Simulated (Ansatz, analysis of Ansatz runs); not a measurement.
# Y2S2O (P2_1/c), nudged elastic band: V_S hop (3.4 Å) (q = 0)

How high is the barrier when S changes place in Y2S2O (P2_1/c)? The case: V_S hop (3.4 Å), charge 0, in a cell of 40 host atoms with 1 S taken out.

Calculated with Ansatz 0.2.0; plane-wave PAW DFT, LDA; nudged elastic band between two relaxed defect structures.

## Step 1: The starting structure

The cell holds 39 atoms: 16 Y, 15 S and 8 O. Its edges and angles: a = 9.558 Å, b = 9.611 Å, c = 10.562 Å, α = 56.3°, β = 68.7°, γ = 66.9°. It derives from Y2S2O (space group P2_1/c). Nearest the centre at fractional (0.484, 0.569, 0.310): S27 at 1.71 Å, Y7 at 2.12 Å, Y1 at 2.27 Å, Y6 at 2.88 Å, S26 at 3.34 Å, S18 at 3.36 Å, O38 at 3.48 Å, S21 at 3.53 Å.

Structure file:

```xyz
39
Lattice="-1.1302 6.7797 6.6422 6.9691 0.0000 6.6185 8.0992 6.7797 -0.0236" Properties=species:S:1:pos:R:3 pbc="T T T"
Y     6.1410    6.4114    4.9637
Y     5.0108    6.4114   11.6059
Y     8.3622    3.0216    4.9522
Y     8.3622    9.8012    4.9522
Y     8.9273    7.1480    1.6312
Y     7.7971    7.1480    8.2733
Y     5.5759    3.7581    8.2848
Y     5.5759   10.5378    8.2848
Y    10.7663    5.8046    4.4819
Y     2.6671    5.8046    4.5056
Y     3.7369    2.4148    5.4340
Y     3.7369    9.1944    5.4340
Y    11.2710    7.7548    8.7315
Y     3.1718    7.7548    8.7551
Y    10.2012    4.3649    7.8030
Y    10.2012   11.1446    7.8030
S     6.3789    1.8865    6.4208
S     6.3789    8.6662    6.4208
S     2.0982    2.4877    2.8293
S     9.0673    9.2673    9.4478
S     4.8708    4.2920    3.7892
S    11.8399   11.0717   10.4077
S     9.6324    7.6818    6.1268
S     1.5332    7.6818    6.1504
S     8.1243    5.2763    3.4952
S     6.9941    5.2763   10.1374
S     7.5592    4.8932    6.8163
S     7.5592   11.6729    6.8163
S     6.9440    8.2830    3.0997
S     5.8138    8.2830    9.7419
S    12.4050    5.8775    7.0867
O     9.6786    6.1878    8.9364
O     9.6786   12.9675    8.9364
O    10.2436    3.9817    5.6154
O     2.1444    3.9817    5.6390
O     4.2596    0.5918    4.3006
O     4.2596    7.3715    4.3006
O    11.7937    9.5777    7.5981
O     3.6945    9.5777    7.6217
```

The cell's shortest repeat is 9.6 Å.

## Step 2: Relaxation of the start point, charge 0

A barrier is counted from a minimum, so both ends are relaxed first. Small random displacements break the symmetry of the ideal sites, so that the defect can distort if it gains by it.

Input file q0.start/input.yaml:

```yaml
crystal:
  lattice:
    - [-1.13015356, 6.77967323, 6.6421666]
    - [6.96905613, 0.0, 6.61852732]
    - [8.0992097, 6.77967323, -0.02363928]
  atoms:
    - { symbol: "Y", position: [0.41656442, 0.33381268, 0.52911365] }
    - { symbol: "Y", position: [0.91656442, 0.83381268, 0.02911365] }
    - { symbol: "Y", position: [0.02911365, 0.72050926, 0.41656442] }
    - { symbol: "Y", position: [0.52911365, 0.22050926, 0.91656442] }
    - { symbol: "Y", position: [0.08343558, 0.16618732, 0.97088635] }
    - { symbol: "Y", position: [0.58343558, 0.66618732, 0.47088635] }
    - { symbol: "Y", position: [0.47088635, 0.77949074, 0.08343558] }
    - { symbol: "Y", position: [0.97088635, 0.27949074, 0.58343558] }
    - { symbol: "Y", position: [0.05592476, 0.62391369, 0.80025064] }
    - { symbol: "Y", position: [0.55592476, 0.12391369, 0.30025064] }
    - { symbol: "Y", position: [0.30025064, 0.51991091, 0.05592476] }
    - { symbol: "Y", position: [0.80025064, 0.01991091, 0.55592476] }
    - { symbol: "Y", position: [0.44407524, 0.87608631, 0.69974936] }
    - { symbol: "Y", position: [0.94407524, 0.37608631, 0.19974936] }
    - { symbol: "Y", position: [0.19974936, 0.98008909, 0.44407524] }
    - { symbol: "Y", position: [0.69974936, 0.48008909, 0.94407524] }
    - { symbol: S, position: [0.16263204, 0.8073203, 0.11562368] }
    - { symbol: S, position: [0.66263204, 0.3073203, 0.61562368] }
    - { symbol: S, position: [0.23768224, 0.18941516, 0.12924741] }
    - { symbol: S, position: [0.73768224, 0.68941516, 0.62924741] }
    - { symbol: S, position: [0.26231776, 0.31058484, 0.37075259] }
    - { symbol: S, position: [0.76231776, 0.81058484, 0.87075259] }
    - { symbol: S, position: [0.37075259, 0.5563448, 0.76231776] }
    - { symbol: S, position: [0.87075259, 0.0563448, 0.26231776] }
    - { symbol: S, position: [0.11562368, 0.41442398, 0.66263204] }
    - { symbol: S, position: [0.61562368, 0.91442398, 0.16263204] }
    - { symbol: S, position: [0.33736796, 0.6926797, 0.38437632] }
    - { symbol: S, position: [0.83736796, 0.1926797, 0.88437632] }
    - { symbol: S, position: [0.38437632, 0.08557602, 0.83736796] }
    - { symbol: S, position: [0.88437632, 0.58557602, 0.33736796] }
    - { symbol: S, position: [0.12924741, 0.9436552, 0.73768224] }
    - { symbol: O, position: [0.43980694, 0.91052819, 0.4728954] }
    - { symbol: O, position: [0.93980694, 0.41052819, 0.9728954] }
    - { symbol: O, position: [0.0271046, 0.82323053, 0.56019306] }
    - { symbol: O, position: [0.5271046, 0.32323053, 0.06019306] }
    - { symbol: O, position: [0.06019306, 0.58947181, 0.0271046] }
    - { symbol: O, position: [0.56019306, 0.08947181, 0.5271046] }
    - { symbol: O, position: [0.4728954, 0.67676947, 0.93980694] }
    - { symbol: O, position: [0.9728954, 0.17676947, 0.43980694] }
basis:
  ecutwfc: 420
  xc_grid: 2
hamiltonian:
  xc: lda
kpoints:
  mp_grid: { grid: [1, 1, 1] }
scf:
  occupations: { method: fixed }
  max_iter: 60
output:
  forces: true
relax:
  f_tol: 0.02
  max_steps: 70
  random_displacement: { amplitude: 0.03, seed: 4922 }
```

The run is started by

```console
$ ansatz run input.yaml --threads 4 --pin off --max-ram 7536MiB --backend cpu --events-out ev --progress --plain --runs-dir out
```

Numbers of over 12 decimals in the logs are rounded to 6 here.

What it wrote:

```text
[... repeated set-up lines and file paths are left out, and long positions are rounded to six places ...]
The last accepted step is kept in <dir> (removed where the run ends without a failure and the disk answers)
Engine: ansatz 0.2.0, aarch64-unknown-linux-gnu
Pseudopotentials: kind: paw
Pseudopotential: Y, paw, valence charge 11, recommended cutoff 420 eV (normal), Y.paw.azcp
Pseudopotential: S, paw, valence charge 6, recommended cutoff 420 eV (normal), S.paw.azcp
Pseudopotential: O, paw, valence charge 6, recommended cutoff 420 eV (normal), O.paw.azcp
Functional definition: SPW92
  exchange = slater_x
  correlation = pw_c
Crystal: 39 atoms, lattice volume = 729.080 Å³
Basis set: ecut = 420 eV, 14223 PW (Γ), exchange–correlation on 128×144×144 points (8 copies of the dense FFT grid, shifted against one another)
Bands: 196, of which v1, the nominal top of the filled ones, is band 157 counted from 1 (156 counted from 0)
Symmetry: 1 space group operations
k-points: 1
Non-local potential: Y, projectors of the file, l = 0: 3, l = 1: 2, l = 2: 2, l = 3: 1
Non-local potential: S, projectors of the file, l = 0: 2, l = 1: 2, l = 2: 2
Non-local potential: O, projectors of the file, l = 0: 2, l = 1: 2, l = 2: 1
PAW form: soft (Blöchl's): semilocal exchange-correlation on the pseudo side does not see the compensation charge
PAW frozen core: Y, regenerated for the run's functional, and the local potential with it (the file was generated under x = pbe(κ = 0.804, μ = 0.219515), c = pbe(β = 0.066725))
PAW frozen core: S, regenerated for the run's functional, and the local potential with it (the file was generated under x = pbe(κ = 0.804, μ = 0.219515), c = pbe(β = 0.066725))
PAW frozen core: O, regenerated for the run's functional, and the local potential with it (the file was generated under x = pbe(κ = 0.804, μ = 0.219515), c = pbe(β = 0.066725))
PAW one-centre angular grid: Y, 590 points (default); XC on 64 Gauss nodes
PAW one-centre angular grid: S, 110 points (default); XC on 64 Gauss nodes
PAW one-centre angular grid: O, 110 points (default); XC on 64 Gauss nodes
Initial density: superposition of atomic densities (neutral atoms: chi_scale 0, normalization atom), corrected by the library's trained network
Initial wavefunctions: pseudopotential atomic-orbital guess
Functional: x = slater, c = lda
SCF iter   1: F=—  HF=-77499.945362 eV  |F-HF|=—  |Δ(HF+E_count)|=         —  Δρ=1.06e-2  dr2=1.08e0  ethr=1.77e-3  ⟨swp⟩=4.0  Hψ=627  notcnv=0  defer=36
preconditioner: auto → Resta (q_TF=auto, 2.371 Å⁻¹)  ε∞=5.3  [insulator: Δε(μ)=1.090 eV  Ē_g=8.995 eV  n_scr=156 (ndim 8)  ℏωp=18.8 eV  f_vac=0.000  ε∞_Penn≈5.3]
SCF iter   2: F=—  HF=-77499.722562 eV  |F-HF|=—  |Δ(HF+E_count)|=   2.23e-1  Δρ=4.61e-3  dr2=1.98e-1  ethr=3.45e-4  ⟨swp⟩=2.0  Hψ=306  notcnv=0  defer=36
SCF iter   3: F=—  HF=-77499.683162 eV  |F-HF|=—  |Δ(HF+E_count)|=   3.94e-2  Δρ=2.31e-3  dr2=5.96e-2  ethr=6.30e-5  ⟨swp⟩=2.0  Hψ=261  notcnv=0  defer=37
SCF iter   4: F=—  HF=-77499.666564 eV  |F-HF|=—  |Δ(HF+E_count)|=   1.66e-2  Δρ=4.92e-4  dr2=3.43e-3  ethr=1.90e-5  ⟨swp⟩=3.0  Hψ=240  notcnv=0  defer=37
SCF iter   5: F=—  HF=-77499.665954 eV  |F-HF|=—  |Δ(HF+E_count)|=   6.11e-4  Δρ=1.71e-4  dr2=2.25e-4  ethr=1.09e-6  ⟨swp⟩=3.0  Hψ=264  notcnv=0  defer=37
SCF iter   6: F=—  HF=-77499.665955 eV  |F-HF|=—  |Δ(HF+E_count)|=   1.52e-6  Δρ=1.51e-4  dr2=1.47e-4  ethr=7.16e-8  ⟨swp⟩=2.0  Hψ=301  notcnv=0  defer=37
SCF iter   7: F=-77499.665924 eV  HF=-77499.665925 eV  |F-HF|=1.73e-6  |Δ(HF+E_count)|=   3.00e-5  Δρ=2.73e-5  dr2=5.24e-6  ethr=3.18e-9  ⟨swp⟩=3.0  Hψ=641  notcnv=0
SCF 1 converged in 7 iterations: F = -77499.665924 eV  dr2 = 5.24e-6
  greatest PAW one-centre occupation: 0.992 electrons in one spin orbital (limit 2), on the Y atom at site 11 (counted from 0), in its partial waves of l = 0
relax step   1: F+E_penalty+E_count = -77499.66592364 eV  Δ(F+E_penalty+E_count) = +0.000e0 eV  max|allowed force component| = 6.198e-1 eV/Å  Δτ_max = 0.0000 Å  (7 SCF iters, dr2 threshold 1.00e-5 eV, accepted)
[... the SCF cycles and remarks between the steps are left out from here to the last step ...]
relax step   2: F+E_penalty+E_count = -77499.55582059 eV  Δ(F+E_penalty+E_count) = +1.101e-1 eV  max|allowed force component| = 7.506e-1 eV/Å  Δτ_max = 0.1944 Å  (6 SCF iters, dr2 threshold 2.40e-5 eV, rejected (line search))
relax step   3: F+E_penalty+E_count = -77499.90910511 eV  Δ(F+E_penalty+E_count) = -2.432e-1 eV  max|allowed force component| = 9.543e-2 eV/Å  Δτ_max = 0.0929 Å  (8 SCF iters, accepted)
relax step   4: F+E_penalty+E_count = -77499.90906507 eV  Δ(F+E_penalty+E_count) = +4.004e-5 eV  max|allowed force component| = 1.202e-1 eV/Å  Δτ_max = 0.0345 Å  (6 SCF iters, dr2 threshold 5.69e-7 eV, rejected (line search))
SCF iter   1: F=—  HF=-77499.918678 eV  |F-HF|=—  |Δ(HF+E_count)|=         —  Δρ=8.54e-4  dr2=7.16e-3  ethr=2.46e-5  ⟨swp⟩=3.0  Hψ=316  notcnv=0  defer=37
SCF iter   2: F=—  HF=-77499.917120 eV  |F-HF|=—  |Δ(HF+E_count)|=   1.56e-3  Δρ=4.15e-4  dr2=1.44e-3  ethr=2.28e-6  ⟨swp⟩=2.0  Hψ=234  notcnv=0  defer=37
SCF iter   3: F=—  HF=-77499.916741 eV  |F-HF|=—  |Δ(HF+E_count)|=   3.79e-4  Δρ=1.25e-4  dr2=1.03e-4  ethr=4.60e-7  ⟨swp⟩=2.0  Hψ=293  notcnv=0  defer=36
SCF iter   4: F=—  HF=-77499.916746 eV  |F-HF|=—  |Δ(HF+E_count)|=   5.15e-6  Δρ=7.38e-5  dr2=3.58e-5  ethr=3.29e-8  ⟨swp⟩=2.0  Hψ=301  notcnv=0  defer=30
SCF iter   5: F=—  HF=-77499.916996 eV  |F-HF|=—  |Δ(HF+E_count)|=   2.50e-4  Δρ=1.26e-5  dr2=1.39e-6  ethr=1.14e-8  ⟨swp⟩=2.0  Hψ=259  notcnv=0  defer=30
SCF iter   6: F=-77499.916996 eV  HF=-77499.916996 eV  |F-HF|=2.05e-8  |Δ(HF+E_count)|=   9.95e-8  Δρ=2.97e-6  dr2=8.31e-8  ethr=3.18e-11  ⟨swp⟩=3.0  Hψ=752  notcnv=0
SCF 5 converged in 6 iterations: F = -77499.916996 eV  dr2 = 8.31e-8
relax step   5: F+E_penalty+E_count = -77499.91699606 eV  Δ(F+E_penalty+E_count) = -7.891e-3 eV  max|allowed force component| = 1.572e-2 eV/Å  Δτ_max = 0.0172 Å  (6 SCF iters, accepted)
SCF converged after 6 iterations
Free energy (F): -77499.916996 eV
Harris-Foulkes:  -77499.916996 eV  (|F-HF|=2.05e-8)
Internal energy: -77499.916996 eV  (E = F + TS)
E sigma→0 (E₀):  -77499.916996 eV
Fermi energy:    10.534035 eV
--- Per-component energies (eV) ---
  E_band       = -1494.967341
  E_kinetic    = 7951.432944
  E_local      = -14776.913175  (includes V_loc(G=0)·N_el)
  E_nonlocal   = 1696.949246
  E_hartree    = 5106.758753
  E_xc         = -4815.927547
  E_vxc        = -5296.789092  (∫ρ·V_xc dr)
  E_paw        = -53300.677533  (= ΣΔE_a)
  E_vpaw       = -1283.183207  (= ΣTr[D̂ρ^β])
  E_aug_tail   = 0.020043  (compensation charges beyond the density's cutoff)
  E_ewald      = -19369.906435
  E_core_change = 8.346708  (= ΣΔE_core)
  E_smearing   = -0.000000  (= −TS)
  E_closure    = -0.000000  (closes the sum)
  Σ components = -77499.916996   (vs F -77499.916996, Δ=0.00e0)
--- Forces (eV/Å), atoms counted from 1 ---
  atom   1  Y      0.01520112    -0.00667555     0.00277538
  atom   2  Y      0.00405104     0.00026454    -0.00272847
  atom   3  Y     -0.00942337     0.00972095     0.00250469
  atom   4  Y     -0.00410745    -0.00698700     0.00517335
  atom   5  Y     -0.00831554    -0.00392453     0.00377130
  atom   6  Y     -0.00908380     0.00115154    -0.00132268
  atom   7  Y      0.00816383     0.00345518    -0.00198409
  atom   8  Y      0.01180324    -0.00340981    -0.00736929
  atom   9  Y     -0.00758398    -0.00901753    -0.00371997
  atom  10  Y      0.01191828    -0.01571582    -0.00513917
  atom  11  Y      0.00521357    -0.01205426    -0.00510063
  atom  12  Y      0.00495032     0.00267028     0.00600205
  atom  13  Y     -0.00988480    -0.00509099     0.00895992
  atom  14  Y     -0.00122431     0.00447459     0.00298169
  atom  15  Y      0.00432784     0.00528185    -0.00051550
  atom  16  Y     -0.00662337     0.00448702     0.00575384
  atom  17  S      0.00043019    -0.00461669    -0.00617012
  atom  18  S     -0.00397773    -0.00196884     0.00600641
  atom  19  S      0.00302733     0.00854649    -0.00244339
  atom  20  S     -0.00853475    -0.01002987     0.01100153
  atom  21  S     -0.00046840     0.00455273    -0.00051120
  atom  22  S     -0.00681217     0.00013492    -0.00217348
  atom  23  S      0.00604049     0.00410894    -0.00711953
  atom  24  S      0.00314761    -0.00203274    -0.00377046
  atom  25  S     -0.00432017     0.00318600     0.00206173
  atom  26  S     -0.00049931    -0.00370350     0.00566660
  atom  27  S     -0.00508624     0.00727388    -0.00492516
  atom  28  S      0.00017531     0.00375158     0.00476723
  atom  29  S      0.00386882     0.00632694     0.00798719
  atom  30  S     -0.00199319     0.00677069     0.00511664
  atom  31  S     -0.00764670    -0.00284658     0.00127606
  atom  32  O      0.00615682     0.00459399    -0.00075641
  atom  33  O      0.00117068    -0.00048532    -0.00262916
  atom  34  O      0.00675749     0.00179151     0.00357480
  atom  35  O      0.00300424    -0.00416351    -0.01011422
  atom  36  O     -0.00174415     0.00449196    -0.00868116
  atom  37  O     -0.00156942    -0.00144160     0.00301419
  atom  38  O     -0.00116278     0.00841797    -0.00529207
  atom  39  O      0.00064216    -0.00131812    -0.00592723
  max |Σ_I F_I| component: 2.87e-5 eV/Å
--- Relaxed structure (5 steps of the walk, 3 accepted, 0 SCFs on fresh bases) ---
  F+E_penalty+E_count = -77499.91699606 eV   max|allowed force component| = 1.572e-2 eV/Å
  atoms:
    - { symbol: Y, position: [0.412737, 0.330845, 0.535083] }
    - { symbol: Y, position: [0.913752, 0.830077, 0.033294] }
    - { symbol: Y, position: [0.030423, 0.720282, 0.415793] }
    - { symbol: Y, position: [0.533315, 0.220784, 0.914151] }
    - { symbol: Y, position: [0.081774, 0.166953, 0.971038] }
    - { symbol: Y, position: [0.583183, 0.665652, 0.465794] }
    - { symbol: Y, position: [0.469613, 0.784071, 0.081177] }
    - { symbol: Y, position: [0.967379, 0.280651, 0.585841] }
    - { symbol: Y, position: [0.055461, 0.623923, 0.801861] }
    - { symbol: Y, position: [0.555010, 0.122039, 0.301789] }
    - { symbol: Y, position: [0.302747, 0.518243, 0.057121] }
    - { symbol: Y, position: [0.800843, 0.022771, 0.554429] }
    - { symbol: Y, position: [0.443954, 0.876483, 0.697774] }
    - { symbol: Y, position: [0.944702, 0.376800, 0.198620] }
    - { symbol: Y, position: [0.197033, 0.981519, 0.443328] }
    - { symbol: Y, position: [0.698649, 0.484231, 0.940788] }
    - { symbol: S, position: [0.161326, 0.809221, 0.113473] }
    - { symbol: S, position: [0.663076, 0.307101, 0.611274] }
    - { symbol: S, position: [0.234761, 0.189187, 0.131028] }
    - { symbol: S, position: [0.734175, 0.684899, 0.629975] }
    - { symbol: S, position: [0.266321, 0.316648, 0.368238] }
    - { symbol: S, position: [0.762912, 0.808771, 0.869484] }
    - { symbol: S, position: [0.370075, 0.551521, 0.764865] }
    - { symbol: S, position: [0.868824, 0.061800, 0.262312] }
    - { symbol: S, position: [0.111671, 0.415103, 0.664073] }
    - { symbol: S, position: [0.612825, 0.914524, 0.163463] }
    - { symbol: S, position: [0.340015, 0.686791, 0.382143] }
    - { symbol: S, position: [0.836867, 0.189221, 0.887326] }
    - { symbol: S, position: [0.383508, 0.086470, 0.839459] }
    - { symbol: S, position: [0.884088, 0.584272, 0.337891] }
    - { symbol: S, position: [0.130264, 0.945794, 0.735400] }
    - { symbol: O, position: [0.438897, 0.910030, 0.473331] }
    - { symbol: O, position: [0.936800, 0.412020, 0.974961] }
    - { symbol: O, position: [0.026513, 0.823655, 0.559635] }
    - { symbol: O, position: [0.529371, 0.323212, 0.062753] }
    - { symbol: O, position: [0.060174, 0.588722, 0.027426] }
    - { symbol: O, position: [0.558981, 0.091067, 0.525887] }
    - { symbol: O, position: [0.474176, 0.675773, 0.941355] }
    - { symbol: O, position: [0.973217, 0.177559, 0.440228] }
```

The job ended after 13 s (4 threads of Arm Neoverse V1, shared host; peak memory 0.71 GiB).

The steps of the relaxation:

```
step  energy less that of the first step (eV)  largest force component (eV/Å)
   1                                   0.0000                          0.6198
   2                                   0.1101                          0.7506
   3                                  -0.2432                          0.0954
   4                                  -0.2431                          0.1202
   5                                  -0.2511                          0.0157
```

Relaxation steps 2, 4 were tried and not accepted.

The atoms that moved most (Å, from the sites as typed, ahead of the random displacement, the mean shift of all atoms taken out):

```
atom      dx      dy      dz  length
 S21   0.016   0.014   0.070   0.073
 S27  -0.063   0.006  -0.018   0.066
 S20  -0.023  -0.015  -0.050   0.057
  Y6  -0.046  -0.033  -0.002   0.057
  Y1   0.031   0.018  -0.042   0.055
 S24   0.039  -0.010   0.027   0.048
 S18  -0.039  -0.023   0.005   0.045
 O35   0.017   0.036   0.018   0.044
```

Final coordinates:

```xyz
39
Lattice="-1.1302 6.7797 6.6422 6.9691 0.0000 6.6185 8.0992 6.7797 -0.0236" Properties=species:S:1:pos:R:3 pbc="T T T"
Y     6.1730    6.4259    4.9185
Y     5.0218    6.4207   11.5624
Y     8.3529    3.0252    4.9594
Y     8.3398    9.8133    4.9820
Y     8.9357    7.1377    1.6252
Y     7.7524    7.1117    8.2682
Y     5.5910    3.7342    8.3067
Y     5.6074   10.5303    8.2691
Y    10.7799    5.8124    4.4789
Y     2.6675    5.8088    4.4871
Y     3.7322    2.4398    5.4396
Y     3.7441    9.1883    5.4569
Y    11.2579    7.7405    8.7333
Y     3.1669    7.7513    8.7640
Y    10.2082    4.3414    7.7945
Y    10.2047   11.1148    7.8232
S     6.3762    1.8630    6.4247
S     6.3417    8.6397    6.4224
S     2.1144    2.4799    2.8084
S     9.0457    9.2485    9.3946
S     4.8882    4.3021    3.8560
S    11.8163   11.0671   10.3997
S     9.6201    7.6945    6.0903
S     1.5733    7.6687    6.1737
S     8.1451    5.2593    3.4734
S     7.0047    5.2630   10.1194
S     7.4971    4.8960    6.7949
S     7.5595   11.6895    6.7900
S     6.9681    8.2913    3.0998
S     5.8093    8.2846    9.7313
S    12.4002    5.8689    7.1076
O     9.6796    6.1846    8.9271
O     9.7091   12.9611    8.9263
O    10.2427    3.9739    5.6143
O     2.1625    4.0144    5.6539
O     4.2570    0.5939    4.2955
O     4.2622    7.3550    4.3031
O    11.7978    9.5968    7.5999
O     3.7030    9.5827    7.6290
```

Neighbours of S27 at the end:

```
atom  distance (Å)
  Y6         2.673
  Y7         2.696
  Y3         2.757
  Y1         2.760
 Y15         2.942
 O34         3.128
 S17         3.255
 O32         3.312
```

Read from the output:

- free energy: -77499.9170 eV
- largest move from the ideal geometry of this structure, a common shift of the far atoms taken out: 0.07255 Å

The relaxation gained 0.251 eV and ended with a largest force component of 0.016 eV/Å.

(Continued in part 2 of 3.)

[Logs are printed without paths, hosts, clocks, repeated set-up lines and the standing remarks that a program may print on its own settings, such as how far it seeks lower states.]

[Hosts, paths, dates, database ids (printed as entryN), source tags and the programs' standing remarks are cut or masked in the printed files.]
